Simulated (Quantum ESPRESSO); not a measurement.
# Co(0001), stepped through the number of layers, part 7 of 10

What law, if any, do the results for Co(0001) follow against the number of layers?

Quantum ESPRESSO 7.5; plane-wave DFT, PBE, GBRV ultrasoft pseudopotentials.

So far. Step 6 (Relaxation with pw.x, 5 layers): The relaxation lowers the energy by 3 meV an atom. On the free atoms the largest force ends at 0.020 eV/Å. Step 7 (Ground state, 5 layers): Inside the slab this potential holds the local part of the pseudopotentials, which can be repulsive at the nuclei; only its value in the vacuum has a meaning of its own.

## (8) Relaxation with pw.x, 10 layers

System of this step: Co(0001), 10 layers. The cell holds 10 atoms: 10 Co. Its edges and angles: a = 2.491 Å, b = 2.491 Å, c = 33.992 Å, α = 90.0°, β = 90.0°, γ = 60.0°. It derives from Co. Vacuum lies along c.

Contents of m6.relax.in:

```
&control
  prefix = 'm6.relax'
  outdir = './out'
  pseudo_dir = './pseudo'
  nstep = 40
  forc_conv_thr = 0.001
  calculation = 'relax'
/
&system
  ibrav = 0
  nat = 10
  ntyp = 1
  ecutwfc = 40
  ecutrho = 200
  occupations = 'smearing'
  smearing = 'mv'
  degauss = 0.02
  nspin = 2
  starting_magnetization(1) = 0.28
/
&electrons
  conv_thr = 1e-08
  mixing_beta = 0.4
  electron_maxstep = 120
  mixing_mode = 'local-TF'
/
&ions
/
ATOMIC_SPECIES
  Co  58.9332  co_pbe_v1.2.uspp.F.UPF
CELL_PARAMETERS angstrom
  2.49074828400000 0.00000000000000 0.00000000000000
  1.24537414200000 2.15705128837650 0.00000000000000
  0.00000000000000 0.00000000000000 33.99217368063360
ATOMIC_POSITIONS crystal
  Co  0.666666666700 0.666666666700 0.233096905085
  Co  0.000000000000 0.000000000000 0.292408703955
  Co  0.666666666700 0.666666666700 0.351720502825 0 0 0
  Co  0.000000000000 0.000000000000 0.411032301695 0 0 0
  Co  0.666666666700 0.666666666700 0.470344100565 0 0 0
  Co  0.000000000000 0.000000000000 0.529655899435 0 0 0
  Co  0.666666666700 0.666666666700 0.588967698305 0 0 0
  Co  0.000000000000 0.000000000000 0.648279497175 0 0 0
  Co  0.666666666700 0.666666666700 0.707591296045
  Co  0.000000000000 0.000000000000 0.766903094915
K_POINTS automatic
  12 12 1 0 0 0
```

Started as:

```
$ OMP_NUM_THREADS=1 mpirun -n 4 pw.x -nk 4 -in m6.relax.in > m6.relax.out
```

The program printed:

```text
[banner, memory and clock lines left out]
Program PWSCF v.7.5 starts
[...]
Message from routine setup:
[...]
number of electrons       =       170.00
     number of Kohn-Sham states=          102
     kinetic-energy cutoff     =      40.0000  Ry
     charge density cutoff     =     200.0000  Ry
[...]
number of k points=    19  Marzari-Vanderbilt smearing, width (Ry)=  0.0200
[...]
Dense  grid:    59029 G-vectors     FFT dimensions: (  24,  24, 300)
[...]
negative rho (up, down):  6.787E-05 3.818E-05
     Starting wfcs are  130 randomized atomic wfcs
[...]
negative rho (up, down):  8.781E-02 3.653E-02
[...]
estimated scf accuracy    <     310.94208756 Ry
     total magnetization       =    18.72 Bohr mag/cell
     absolute magnetization    =    20.00 Bohr mag/cell
[...]
negative rho (up, down):  4.198E-02 1.569E-02
[...]
estimated scf accuracy    <       6.20925058 Ry
     total magnetization       =    21.44 Bohr mag/cell
     absolute magnetization    =    23.09 Bohr mag/cell
[...]
negative rho (up, down):  3.067E-03 7.095E-04
[...]
estimated scf accuracy    <       1.31792621 Ry
     total magnetization       =    19.09 Bohr mag/cell
     absolute magnetization    =    21.10 Bohr mag/cell
[...]
estimated scf accuracy    <       0.67424483 Ry
     total magnetization       =    17.75 Bohr mag/cell
     absolute magnetization    =    19.97 Bohr mag/cell
[...]
negative rho (up, down):  6.376E-05 8.427E-05
[...]
estimated scf accuracy    <       0.28467610 Ry
     total magnetization       =    17.49 Bohr mag/cell
     absolute magnetization    =    19.57 Bohr mag/cell
[...]
negative rho (up, down):  3.942E-05 7.169E-05
[...]
estimated scf accuracy    <       0.19397929 Ry
     total magnetization       =    17.06 Bohr mag/cell
     absolute magnetization    =    19.08 Bohr mag/cell
[...]
negative rho (up, down):  7.472E-07 8.676E-07
[...]
estimated scf accuracy    <       0.08867738 Ry
     total magnetization       =    16.83 Bohr mag/cell
     absolute magnetization    =    18.77 Bohr mag/cell
[...]
estimated scf accuracy    <       0.07994025 Ry
     total magnetization       =    16.81 Bohr mag/cell
     absolute magnetization    =    18.69 Bohr mag/cell
[...]
estimated scf accuracy    <       0.06675856 Ry
     total magnetization       =    16.83 Bohr mag/cell
     absolute magnetization    =    18.64 Bohr mag/cell
[...]
negative rho (up, down):  1.076E-02 1.060E-02
[...]
estimated scf accuracy    <       0.06007536 Ry
     total magnetization       =    16.84 Bohr mag/cell
     absolute magnetization    =    18.63 Bohr mag/cell
[...]
negative rho (up, down):  6.999E-03 6.585E-03
[...]
estimated scf accuracy    <       0.01653091 Ry
     total magnetization       =    16.98 Bohr mag/cell
     absolute magnetization    =    18.71 Bohr mag/cell
[...]
negative rho (up, down):  7.981E-03 7.846E-03
[...]
estimated scf accuracy    <       0.00654669 Ry
     total magnetization       =    16.96 Bohr mag/cell
     absolute magnetization    =    18.71 Bohr mag/cell
[...]
negative rho (up, down):  6.969E-03 6.138E-03
[...]
estimated scf accuracy    <       0.00325205 Ry
     total magnetization       =    16.91 Bohr mag/cell
     absolute magnetization    =    18.73 Bohr mag/cell
[...]
negative rho (up, down):  4.299E-03 3.146E-03
[...]
estimated scf accuracy    <       0.00135184 Ry
     total magnetization       =    16.99 Bohr mag/cell
     absolute magnetization    =    18.80 Bohr mag/cell
[...]
negative rho (up, down):  1.057E-03 7.562E-04
[...]
estimated scf accuracy    <       0.00045109 Ry
     total magnetization       =    17.02 Bohr mag/cell
     absolute magnetization    =    18.84 Bohr mag/cell
[...]
negative rho (up, down):  2.090E-03 1.383E-03
[...]
estimated scf accuracy    <       0.00069911 Ry
     total magnetization       =    16.98 Bohr mag/cell
     absolute magnetization    =    18.83 Bohr mag/cell
[...]
negative rho (up, down):  4.260E-04 3.353E-04
[...]
estimated scf accuracy    <       0.00018255 Ry
     total magnetization       =    16.97 Bohr mag/cell
     absolute magnetization    =    18.79 Bohr mag/cell
[...]
negative rho (up, down):  4.701E-05 5.870E-05
[...]
estimated scf accuracy    <       0.00001133 Ry
     total magnetization       =    16.94 Bohr mag/cell
     absolute magnetization    =    18.76 Bohr mag/cell
[...]
negative rho (up, down):  3.447E-05 3.359E-05
[...]
estimated scf accuracy    <       0.00000190 Ry
     total magnetization       =    16.94 Bohr mag/cell
     absolute magnetization    =    18.76 Bohr mag/cell
[...]
negative rho (up, down):  2.871E-05 2.431E-05
[...]
estimated scf accuracy    <       0.00000133 Ry
     total magnetization       =    16.94 Bohr mag/cell
     absolute magnetization    =    18.76 Bohr mag/cell
[...]
negative rho (up, down):  2.305E-05 1.487E-05
[...]
estimated scf accuracy    <       0.00000063 Ry
     total magnetization       =    16.94 Bohr mag/cell
     absolute magnetization    =    18.76 Bohr mag/cell
[...]
negative rho (up, down):  1.573E-05 7.677E-06
[...]
estimated scf accuracy    <       0.00000044 Ry
     total magnetization       =    16.94 Bohr mag/cell
     absolute magnetization    =    18.75 Bohr mag/cell
[...]
negative rho (up, down):  1.416E-05 4.867E-06
[...]
estimated scf accuracy    <       0.00000021 Ry
     total magnetization       =    16.94 Bohr mag/cell
     absolute magnetization    =    18.75 Bohr mag/cell
[...]
negative rho (up, down):  1.613E-05 3.955E-06
[...]
estimated scf accuracy    <       0.00000008 Ry
     total magnetization       =    16.94 Bohr mag/cell
     absolute magnetization    =    18.75 Bohr mag/cell
[...]
negative rho (up, down):  1.865E-05 3.466E-06
[...]
estimated scf accuracy    <       0.00000002 Ry
     total magnetization       =    16.94 Bohr mag/cell
     absolute magnetization    =    18.75 Bohr mag/cell
[...]
negative rho (up, down):  2.826E-05 8.580E-06
[...]
the Fermi energy is     9.0185 ev
!    total energy              =   -2984.78056823 Ry
     estimated scf accuracy    <          9.0E-09 Ry
     smearing contrib. (-TS)   =       0.00434502 Ry
     internal energy E=F+TS    =   -2984.78491325 Ry
[...]
one-electron contribution =  -35465.70672970 Ry
     hartree contribution      =   17783.67817916 Ry
     xc contribution           =    -326.69802124 Ry
     ewald contribution        =   15023.94165853 Ry
     total magnetization       =    16.94 Bohr mag/cell
     absolute magnetization    =    18.75 Bohr mag/cell
     convergence has been achieved in  26 iterations
     negative rho (up, down):  2.826E-05 8.580E-06
[...]
Total force =     0.027921     Total SCF correction =     0.000612
[...]
negative rho (up, down):  1.365E-05 1.674E-05
[...]
negative rho (up, down):  2.341E-05 1.387E-05
[...]
estimated scf accuracy    <       0.37429963 Ry
     total magnetization       =    16.91 Bohr mag/cell
     absolute magnetization    =    18.72 Bohr mag/cell
[...]
negative rho (up, down):  2.741E-05 1.319E-05
[...]
estimated scf accuracy    <       0.15229320 Ry
     total magnetization       =    16.94 Bohr mag/cell
     absolute magnetization    =    18.76 Bohr mag/cell
[...]
negative rho (up, down):  2.969E-05 1.330E-05
[...]
estimated scf accuracy    <       0.04154561 Ry
     total magnetization       =    16.92 Bohr mag/cell
     absolute magnetization    =    18.73 Bohr mag/cell
[...]
negative rho (up, down):  3.924E-05 1.384E-05
[...]
estimated scf accuracy    <       0.01975203 Ry
     total magnetization       =    16.92 Bohr mag/cell
     absolute magnetization    =    18.74 Bohr mag/cell
[...]
negative rho (up, down):  3.526E-05 1.232E-05
[...]
estimated scf accuracy    <       0.00010742 Ry
     total magnetization       =    16.92 Bohr mag/cell
     absolute magnetization    =    18.74 Bohr mag/cell
[...]
negative rho (up, down):  2.906E-05 1.012E-05
[...]
estimated scf accuracy    <       0.00012302 Ry
     total magnetization       =    16.93 Bohr mag/cell
     absolute magnetization    =    18.74 Bohr mag/cell
[...]
negative rho (up, down):  2.810E-05 9.395E-06
[...]
estimated scf accuracy    <       0.00005681 Ry
     total magnetization       =    16.93 Bohr mag/cell
     absolute magnetization    =    18.74 Bohr mag/cell
[...]
negative rho (up, down):  2.778E-05 8.903E-06
[...]
estimated scf accuracy    <       0.00001354 Ry
     total magnetization       =    16.93 Bohr mag/cell
     absolute magnetization    =    18.74 Bohr mag/cell
[...]
negative rho (up, down):  2.738E-05 8.440E-06
[...]
estimated scf accuracy    <       0.00000037 Ry
     total magnetization       =    16.93 Bohr mag/cell
     absolute magnetization    =    18.74 Bohr mag/cell
[...]
negative rho (up, down):  2.737E-05 8.285E-06
[...]
estimated scf accuracy    <       0.00000044 Ry
     total magnetization       =    16.93 Bohr mag/cell
     absolute magnetization    =    18.74 Bohr mag/cell
[...]
negative rho (up, down):  2.827E-05 8.970E-06
[...]
negative rho (up, down):  2.141E-05 1.420E-05
[...]
estimated scf accuracy    <       0.78486759 Ry
     total magnetization       =    16.89 Bohr mag/cell
     absolute magnetization    =    18.69 Bohr mag/cell
[...]
negative rho (up, down):  2.293E-05 9.503E-06
[...]
estimated scf accuracy    <       0.22464463 Ry
     total magnetization       =    16.89 Bohr mag/cell
     absolute magnetization    =    18.71 Bohr mag/cell
[...]
negative rho (up, down):  2.110E-05 7.021E-06
[...]
estimated scf accuracy    <       0.07267191 Ry
     total magnetization       =    16.90 Bohr mag/cell
     absolute magnetization    =    18.71 Bohr mag/cell
[...]
negative rho (up, down):  2.906E-05 5.237E-06
[...]
estimated scf accuracy    <       0.03742253 Ry
     total magnetization       =    16.90 Bohr mag/cell
     absolute magnetization    =    18.71 Bohr mag/cell
[...]
negative rho (up, down):  2.145E-05 3.589E-06
[...]
estimated scf accuracy    <       0.00019392 Ry
     total magnetization       =    16.90 Bohr mag/cell
     absolute magnetization    =    18.71 Bohr mag/cell
[...]
negative rho (up, down):  1.332E-05 1.978E-06
[...]
estimated scf accuracy    <       0.00025178 Ry
     total magnetization       =    16.90 Bohr mag/cell
     absolute magnetization    =    18.71 Bohr mag/cell
[...]
negative rho (up, down):  1.227E-05 1.697E-06
[...]
estimated scf accuracy    <       0.00014309 Ry
     total magnetization       =    16.90 Bohr mag/cell
     absolute magnetization    =    18.71 Bohr mag/cell
[...]
negative rho (up, down):  1.209E-05 1.622E-06
[...]
estimated scf accuracy    <       0.00003819 Ry
     total magnetization       =    16.90 Bohr mag/cell
     absolute magnetization    =    18.71 Bohr mag/cell
[...]
negative rho (up, down):  1.277E-05 1.782E-06
[...]
estimated scf accuracy    <       0.00000105 Ry
     total magnetization       =    16.90 Bohr mag/cell
     absolute magnetization    =    18.71 Bohr mag/cell
[...]
negative rho (up, down):  1.449E-05 2.280E-06
[...]
estimated scf accuracy    <       0.00000089 Ry
     total magnetization       =    16.90 Bohr mag/cell
     absolute magnetization    =    18.71 Bohr mag/cell
[...]
negative rho (up, down):  1.873E-05 4.065E-06
[...]
estimated scf accuracy    <       0.00000014 Ry
     total magnetization       =    16.90 Bohr mag/cell
     absolute magnetization    =    18.71 Bohr mag/cell
[...]
negative rho (up, down):  2.284E-05 6.450E-06
[...]
estimated scf accuracy    <       0.00000011 Ry
     total magnetization       =    16.90 Bohr mag/cell
     absolute magnetization    =    18.71 Bohr mag/cell
[...]
negative rho (up, down):  2.568E-05 8.430E-06
[...]
estimated scf accuracy    <       0.00000003 Ry
     total magnetization       =    16.90 Bohr mag/cell
     absolute magnetization    =    18.71 Bohr mag/cell
[...]
negative rho (up, down):  2.714E-05 9.576E-06
[...]
estimated scf accuracy    <       0.00000001 Ry
     total magnetization       =    16.90 Bohr mag/cell
     absolute magnetization    =    18.71 Bohr mag/cell
[...]
negative rho (up, down):  2.757E-05 9.936E-06
[...]
estimated scf accuracy    <          8.0E-10 Ry
     total magnetization       =    16.90 Bohr mag/cell
     absolute magnetization    =    18.71 Bohr mag/cell
[...]
negative rho (up, down):  2.820E-05 1.047E-05
[...]
```

It took 41 min on 4 MPI ranks of Arm Neoverse N1, shared host; peak memory 0.94 GiB; 2.7 h of CPU time.

Step by step:

```csv
step,energy less that of the first step (eV),largest force (eV/Å)
1,0.0000,0.4084
2,-0.0094,0.3118
3,-0.0171,0.2005
4,-0.0224,0.0290
5,-0.0225,0.0084
```

The atoms that moved most (Å):

```csv
atom,dx,dy,dz,length
Co2,0.000,0.000,-0.033,0.033
Co9,0.000,0.000,0.033,0.033
Co1,0.000,0.000,0.027,0.027
Co10,0.000,0.000,-0.027,0.027
```

The relaxation lowers the energy by 2 meV an atom. On the free atoms the largest force ends at 0.008 eV/Å.

Read from the output:

* free energy: -40610.0310 eV
* Fermi energy: 9.026 eV
* magnetization: 16.9 μB
* absolute magnetization: 18.71 μB

[end of part 7 of 10]

[Logs are printed without paths, hosts, clocks, repeated set-up lines and the standing remarks that a program may print on its own settings, such as how far it seeks lower states.]

[Hosts, paths, dates, database ids (printed as entryN), source tags and the programs' standing remarks are cut or masked in the printed files.]

[Maps of the electrostatic potential energy from Ansatz leave out the sawtooth potential of an applied field or a dipole correction, so their vacuum need not be flat; planar profiles and work functions include it.]
